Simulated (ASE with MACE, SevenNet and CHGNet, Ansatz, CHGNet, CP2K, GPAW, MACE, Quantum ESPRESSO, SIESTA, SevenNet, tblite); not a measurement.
# Machine-learned potentials on random wurtzite alloy of AlN and GaN (72 atoms): settings against a plane-wave reference

Wanted: machine-learned potentials inputs and outputs for random wurtzite alloy of AlN and GaN (72 atoms), checked against a plane-wave reference.

Calculated with ASE with MACE, SevenNet and CHGNet; the method is named at each step.

## Step 1: The starting structure

The cell holds 72 atoms: 22 Ga, 36 N and 14 Al. Its edges and angles: a = 9.477 Å, b = 9.477 Å, c = 10.212 Å, α = 90.0°, β = 90.0°, γ = 120.0°. It derives from AlN (wurtzite), repeated 3×3×2. Wurtzite AlN, 3 x 3 x 2 conventional cells, 22 of 36 Al sites given to Ga at random (x = 0.611), lattice by Vegard's rule (a = 3.159 Å, c = 5.106 Å); not relaxed, displaced by a Gaussian of 0.02 Å. Then every atom was moved at random, 0.02 Å r.m.s. a Cartesian component.

The yardstick, on the same geometry:

| Property | Result |
| --- | --- |
| method | Kohn-Sham DFT, PBE, SSSP efficiency 1.3.0 pseudopotentials, plane waves (Quantum ESPRESSO 7.5); sssp-pbe-1.3.0-efficiency, cutoffs 60/480 Ry, Γ point |
| r.m.s. force component | 0.7577 eV/Å |
| longest force | 3.164 eV/Å |
| pressure | 5.721 GPa |
| gap (highest filled to lowest empty level) | 2.662 eV |
| time | 8 min on 2 MPI ranks of Arm Neoverse V1, shared host |
| CPU time | 16 min |

## Step 2: MACE MPA-0 medium potential

Method: machine-learned interatomic potential MACE MPA-0 medium, trained on PBE(+U) plane-wave data.

The input, run.py:

```python
import numpy as np
from ase.io import read
import mlip  # loads the published weights by name

atoms = read("structure.xyz")
atoms.calc = mlip.calc("mace-mpa-0-medium")
energy = atoms.get_potential_energy()
forces = atoms.get_forces()
print(f"energy {energy:.6f} eV")
print("forces (eV/A)")
for i, (a, f) in enumerate(zip(atoms, forces)):
    print(f"{i:4d} {a.symbol:2s} {f[0]:10.5f} {f[1]:10.5f} {f[2]:10.5f}")
stress = -atoms.get_stress(voigt=False) * 160.21766
print("stress (GPa, compression positive)")
for row in stress:
    print(" ".join(f"{x:10.4f}" for x in row))
```

The input, structure.xyz:

```xyz
72
Lattice="9.47730 0.00000 0.00000 -4.73865 8.20758 0.00000 0.00000 0.00000 10.21220" Properties=species:S:1:pos:R:3 pbc="T T T"
Ga 4.72420 8.20405 0.00725
N -0.02701 1.85984 0.65552
Al -0.03161 1.83037 2.54182
N 9.40944 0.03874 3.15424
Ga 0.01360 0.02487 5.13061
N -0.01322 1.81133 5.73129
Al -0.03170 1.80542 7.67937
N 0.02369 0.03825 8.27770
Ga 7.87208 2.76210 0.02308
N -1.66341 4.54183 0.62335
Ga -1.59039 4.55192 2.54386
N 7.87322 2.73452 3.17089
Ga -1.57167 2.77490 5.06178
N -1.55049 4.57589 5.77183
Al -1.64275 4.52558 7.68172
N -1.58953 2.76136 8.27198
Ga 6.26331 5.43022 10.19402
N -3.16641 7.27577 0.61069
Al -3.15002 7.26198 2.59666
N 6.27122 5.45427 3.17824
Ga 6.25857 5.48669 5.11703
N -3.13609 7.29219 5.70750
Ga -3.11874 7.27380 7.64720
N -3.17082 5.49777 8.26218
Al -1.55541 8.20577 10.19688
N 3.20143 1.85442 0.63489
Al 3.12969 1.83472 2.57123
N -1.60394 8.20676 3.16588
Ga -1.57655 8.18329 5.13316
N 3.17641 1.75199 5.73568
Al 3.16243 1.80197 7.68080
N 3.16888 0.01814 8.29241
Al 1.61237 2.76563 10.19382
N 1.57513 4.59575 0.62397
Al 1.62152 4.52968 2.54529
N 1.58427 2.77096 3.20122
Ga 1.61090 2.73994 5.11866
N 1.62441 4.60938 5.70331
Ga 1.60763 4.60544 7.70572
N 1.61351 2.76875 8.22868
Ga -0.04497 5.49506 10.17156
N -0.00393 7.32026 0.66390
Ga -0.01147 7.28012 2.52711
N 0.00948 5.43522 3.16272
Al -0.01170 5.48455 5.12704
N -0.04781 7.33503 5.73241
Ga 0.02047 7.29457 7.67549
N 0.04383 5.51623 8.25626
Ga 6.37789 0.05425 0.02716
N 6.35396 1.82487 0.59772
Ga 6.31477 1.85007 2.53467
N 1.59678 8.17828 3.18825
Ga 6.29127 0.02077 5.13572
N 6.28952 1.86755 5.72853
Ga 6.32529 1.81609 7.69877
N 1.61531 8.20134 8.29588
[... 12 atom lines left out ...]
Al 3.18864 5.41881 5.14879
N 3.16442 7.28628 5.67941
Ga 3.12519 7.30319 7.64210
N 3.09292 5.46395 8.29118
```

Command:

```sh
OMP_NUM_THREADS=1 python run.py > output.txt
```

What it wrote:

```text
energy -476.056311 eV
forces (eV/A)
   0 Ga    0.84808    0.58956   -0.09003
   1 N     1.43593    0.46951   -0.27674
   2 Al    0.30637   -0.02900    0.49762
   3 N     1.94330    0.04887   -0.02322
   4 Ga   -0.33691   -0.38821   -0.82122
   5 N     0.23406    0.76758    1.03155
   6 Al    0.57212    0.76910   -0.47071
   7 N    -0.32027   -0.15940   -0.36575
   8 Ga    0.69886   -0.31319   -0.56695
   9 N     0.94849    0.69317   -0.29539
  10 Ga    0.01706    0.30542    0.35858
  11 N     0.92407   -0.16606   -0.55135
  12 Ga   -0.13072   -0.34328    0.78013
  13 N    -0.11680    0.46902    0.17323
  14 Al    1.10441    0.83341   -0.49459
  15 N     0.79065   -0.01806    0.05972
  16 Ga    0.60938    1.22486    0.01101
  17 N     1.00643    0.52188    0.77296
  18 Al   -0.77508    0.67339   -0.65182
  19 N    -0.15996    0.31104   -0.31746
  20 Ga    1.30723   -0.28040   -0.28170
  21 N    -0.67244   -0.03530    0.41022
  22 Ga   -0.52495    0.89925   -0.00719
  23 N    -0.49734   -1.73061   -0.28695
[...]
64 Ga   -0.75615    0.57006   -0.01079
  65 N    -0.22917   -1.35511   -0.31692
  66 Ga    0.09607    0.30363    0.35221
  67 N     0.04058   -1.48052    0.95985
  68 Al   -0.32004    1.32092   -1.20913
  69 N    -0.08771   -0.89437    0.64829
  70 Ga    1.02331   -0.11922   -0.37103
  71 N     2.99467    0.57123    0.15674
stress (GPa, compression positive)
    4.4629     0.1696     0.0020
    0.1696     4.7289    -0.3385
    0.0020    -0.3385     5.9973
```

Run time: 11 s. Hardware: 1 thread of Arm Neoverse V1, shared host; peak memory 1.1 GiB.

Banners, paths, timers and routine set-up lines are dropped from the logs unmarked, and long logs keep their key lines alone; longer cuts are marked.

Compared with the plane-wave run:

* r.m.s. force component: 0.7219 eV/Å
* r.m.s. difference of force components: 75.83 meV/Å
* longest difference of force vectors: 233 meV/Å
* force difference over r.m.s. force: 10.01 %
* slope of forces against the reference's: 0.9489
* correlation of force components: 0.9959
* pressure: 5.063 GPa
* pressure difference: -0.6577 GPa

Length of the force difference by element (eV/Å):

| element | atoms | mean | most |
| --- | --- | --- | --- |
| Al | 14 | 0.11 | 0.20 |
| Ga | 22 | 0.15 | 0.23 |
| N | 36 | 0.10 | 0.22 |

The surroundings of N72, which bears the longest force, nearest first, numbered as they follow in the input and with coordinates relative to it.

```csv
atom,x,y,z,distance (Å),bonds,Fx,Fy,Fz (eV/Å)
N72,0.00,0.00,0.00,0.00,4,2.99,0.57,0.16
Ga39,-1.49,-0.86,-0.59,1.81,4,-1.18,-0.94,-1.41
Ga65,0.10,0.03,1.94,1.95,4,-0.76,0.57,-0.01
Ga71,0.03,1.84,-0.65,1.95,4,1.02,-0.12,-0.37
Al63,1.62,-0.91,-0.64,1.97,4,-0.06,0.19,0.42
N48,-3.05,0.05,-0.03,3.05,4,-1.94,-1.20,0.11
N40,-1.48,-2.70,-0.06,3.08,4,-0.60,-1.43,1.14
N34,-1.52,-0.87,2.54,3.09,4,-0.06,-1.08,0.31
N38,-1.47,-0.85,-2.59,3.10,4,-0.70,0.03,0.14
```

Atoms are counted from 1 here, from 0 in the log.

Forces lie 10 % from the reference's, at 0.011 times its CPU time (on 1 against 2 cores).

## Step 3: SevenNet 0 potential

Method: machine-learned interatomic potential SevenNet 0, trained on PBE(+U) plane-wave data.

run.py, as its differences from that of step 2:

```diff
@@ -5,3 +5,3 @@
 atoms = read("structure.xyz")
-atoms.calc = mlip.calc("mace-mpa-0-medium")
+atoms.calc = mlip.calc("7net-0")
 energy = atoms.get_potential_energy()
```

structure.xyz is that of step 2.

What it wrote:

```text
energy -476.557343 eV
forces (eV/A)
   0 Ga    0.94587    0.62395   -0.01767
   1 N     1.41012    0.40889   -0.32979
   2 Al    0.40680    0.03322    0.46482
   3 N     1.87908   -0.00936   -0.10792
   4 Ga   -0.33243   -0.31603   -0.68659
   5 N     0.19575    0.75732    0.90453
   6 Al    0.62665    0.81657   -0.36575
   7 N    -0.29650   -0.10905   -0.34178
   8 Ga    0.76784   -0.33432   -0.47798
   9 N     0.97366    0.69600   -0.29013
  10 Ga    0.02704    0.40783    0.40687
  11 N     0.98164   -0.19943   -0.56181
  12 Ga   -0.12390   -0.24738    0.90538
  13 N    -0.02595    0.42982    0.02749
  14 Al    0.98071    0.83318   -0.39325
  15 N     0.81891   -0.05793   -0.06394
  16 Ga    0.43933    1.11800    0.04852
  17 N     0.98230    0.59667    0.67411
  18 Al   -0.69395    0.62988   -0.55286
  19 N    -0.17387    0.36183   -0.39110
  20 Ga    1.15920   -0.34181   -0.19878
  21 N    -0.61243   -0.03085    0.26130
  22 Ga   -0.49913    0.76777    0.17435
  23 N    -0.38986   -1.62069   -0.37282
[...]
64 Ga   -0.75458    0.34715    0.03955
  65 N    -0.21727   -1.33042   -0.30168
  66 Ga    0.15092    0.22113    0.51835
  67 N     0.04301   -1.38670    0.85502
  68 Al   -0.22825    1.14606   -1.04038
  69 N    -0.09411   -0.89010    0.47398
  70 Ga    1.09847   -0.19719   -0.28182
  71 N     2.86844    0.51439    0.07360
stress (GPa, compression positive)
    5.0617     0.1685     0.0042
    0.1685     5.2962    -0.3385
    0.0042    -0.3385     5.2418
```

Wall time 10 s (1 thread); peak memory 0.95 GiB.

Numbers from this run, and their distance from the reference:

* r.m.s. force component: 0.6925 eV/Å
* r.m.s. difference of force components: 83.88 meV/Å
* longest difference of force vectors: 272 meV/Å
* force difference over r.m.s. force: 11.07 %
* slope of forces against the reference's: 0.9116
* correlation of force components: 0.9973
* pressure: 5.2 GPa
* pressure difference: -0.5208 GPa

Against the first run (10 %), the force difference from the reference is 11 %, at 0.97 times the CPU time.

## Step 4: CHGNet 0.3.0 potential

Method: machine-learned interatomic potential CHGNet 0.3.0, trained on PBE(+U) plane-wave data.

run.py, as its differences from that of step 3:

```diff
@@ -5,3 +5,3 @@
 atoms = read("structure.xyz")
-atoms.calc = mlip.calc("7net-0")
+atoms.calc = mlip.calc("chgnet-0.3.0")
 energy = atoms.get_potential_energy()
```

structure.xyz is that of step 3.

What it wrote:

```text
CHGNet v0.3.0 initialized with 412,525 parameters
CHGNet will run on cpu
energy -487.736847 eV
forces (eV/A)
   0 Ga    0.75414    0.47116    0.00475
   1 N     1.17074    0.33170   -0.21306
   2 Al    0.23134   -0.01265    0.35317
   3 N     1.54396   -0.01170   -0.04650
   4 Ga   -0.23608   -0.21669   -0.67715
   5 N     0.10978    0.58790    0.83312
   6 Al    0.51656    0.62382   -0.37377
   7 N    -0.24126   -0.03333   -0.29726
   8 Ga    0.60178   -0.23876   -0.37610
   9 N     0.73149    0.53819   -0.24708
  10 Ga    0.05156    0.32274    0.26450
  11 N     0.73725   -0.14764   -0.35706
  12 Ga   -0.05267   -0.21688    0.58466
  13 N    -0.01012    0.40259    0.16187
  14 Al    0.77023    0.62965   -0.33526
  15 N     0.60355    0.00845   -0.01985
  16 Ga    0.38516    0.94329    0.08263
  17 N     0.83614    0.50928    0.65411
  18 Al   -0.58069    0.43615   -0.54792
  19 N    -0.11457    0.31506   -0.21575
  20 Ga    0.93500   -0.29271   -0.20646
  21 N    -0.47252   -0.03814    0.26653
  22 Ga   -0.40562    0.61867    0.05547
  23 N    -0.34957   -1.36212   -0.33015
[...]
64 Ga   -0.54745    0.30672    0.00379
  65 N    -0.15293   -1.01459   -0.22605
  66 Ga    0.13322    0.12222    0.41093
  67 N     0.01745   -1.08565    0.73821
  68 Al   -0.18504    0.88296   -0.99932
  69 N    -0.10252   -0.71098    0.47397
  70 Ga    0.85566   -0.17356   -0.26360
  71 N     2.44717    0.39715    0.16271
stress (GPa, compression positive)
    5.0994     0.1276    -0.0171
    0.1276     5.3508    -0.2646
   -0.0171    -0.2646     3.7162
```

Elapsed: 4.1 s, on 1 thread; peak memory 0.89 GiB.

Compared with the plane-wave run:

```
r.m.s. force component                  : 0.5647 eV/Å
r.m.s. difference of force components   : 204.4 meV/Å
longest difference of force vectors     : 680.9 meV/Å
force difference over r.m.s. force      : 26.98 %
slope of forces against the reference's : 0.7414
correlation of force components         : 0.9947
pressure                                : 4.722 GPa
pressure difference                     : -0.9986 GPa
```

Against the first run (10 %), the force difference from the reference is 27 %, at 0.41 times the CPU time.

## Step 5: Side by side

Differences are against the plane-wave reference, forces as r.m.s. over components; share is that over the reference's r.m.s. force, slope the least-squares factor from reference forces to these. Total energies of different programs have different zeros and aren't compared.

| run | Δ force, r.m.s. (meV/Å) | share (%) | slope | Δ pressure (GPa) | cores | CPU time | memory (GiB) |
| --- | --- | --- | --- | --- | --- | --- | --- |
| reference | - | - | - | - | 2 | 16 min | 2.5 |
| MACE MPA-0 medium potential | 75.8 | 10.0 | 0.949 | -0.658 | 1 | 10 s | 1.1 |
| SevenNet 0 potential | 83.9 | 11.1 | 0.912 | -0.521 | 1 | 9.7 s | 0.95 |
| CHGNet 0.3.0 potential | 204 | 27.0 | 0.741 | -0.999 | 1 | 4.1 s | 0.89 |

Times of the machine-learned potentials are mostly Python's start and the loading of weights.

CPU time is summed over cores on a shared host, where runs went side by side, so it is rough. Symmetry, cutoffs, thresholds, outputs and thread counts weren't matched or tuned between programs; memory under MPI is the largest rank's times the ranks.

A second geometry, displaced anew (every atom was moved at random, 0.08 Å r.m.s. a Cartesian component), gives an energy difference that all programs can be tested on. The reference puts it at 181.1 meV/atom.

```csv
run,energy less the first geometry's (meV/atom),error (meV/atom),force share at the second geometry (%)
MACE MPA-0 medium potential,176.3,-4.86,8.91
SevenNet 0 potential,168.4,-12.8,8.81
CHGNet 0.3.0 potential,140.7,-40.5,18.0
```

## Step 6: Summary of results

| Item | Value |
| --- | --- |
| nearest in forces | MACE MPA-0 medium potential, 10 % |
| its CPU time | 10 s |

In words: Machine-learned potentials differ by 10 % (MACE MPA-0 medium potential) to 27 % (CHGNet 0.3.0 potential); they were trained on other programs' data. Among those trained on PBE data the slope goes as low as 0.74, which softening far from their training structures can give, though the reference's k-sampling is untested too. The energy difference between the two geometries, 181 meV/atom in the reference, is met best by MACE MPA-0 medium potential (-4.86) and worst by CHGNet 0.3.0 potential (-40.5). The reference's pressure holds the uncorrected Pulay stress of its 60 Ry basis, so small pressure differences, and their order, may be the reference's own error. Machine-learned potentials mimic data converged in k, so the reference's own k-point error enters their differences. The host structure and its lattice constant were typed by rule, without a check against the phase diagram. The reference's pressure of 5.7 GPa belongs to a cell and atoms that aren't relaxed at this level. The electronic-structure runs sample only Γ, in a cell whose shortest periodic width is 8 Å.

[Also dropped from logs without a mark: logging warnings of Python, and SIESTA's first energy breakdown and zero terms.]

[Logs are printed without paths, hosts, clocks, repeated set-up lines and the standing remarks that a program may print on its own settings, such as how far it seeks lower states.]

[Hosts, paths, dates, database ids (printed as entryN), source tags and the programs' standing remarks are cut or masked in the printed files.]
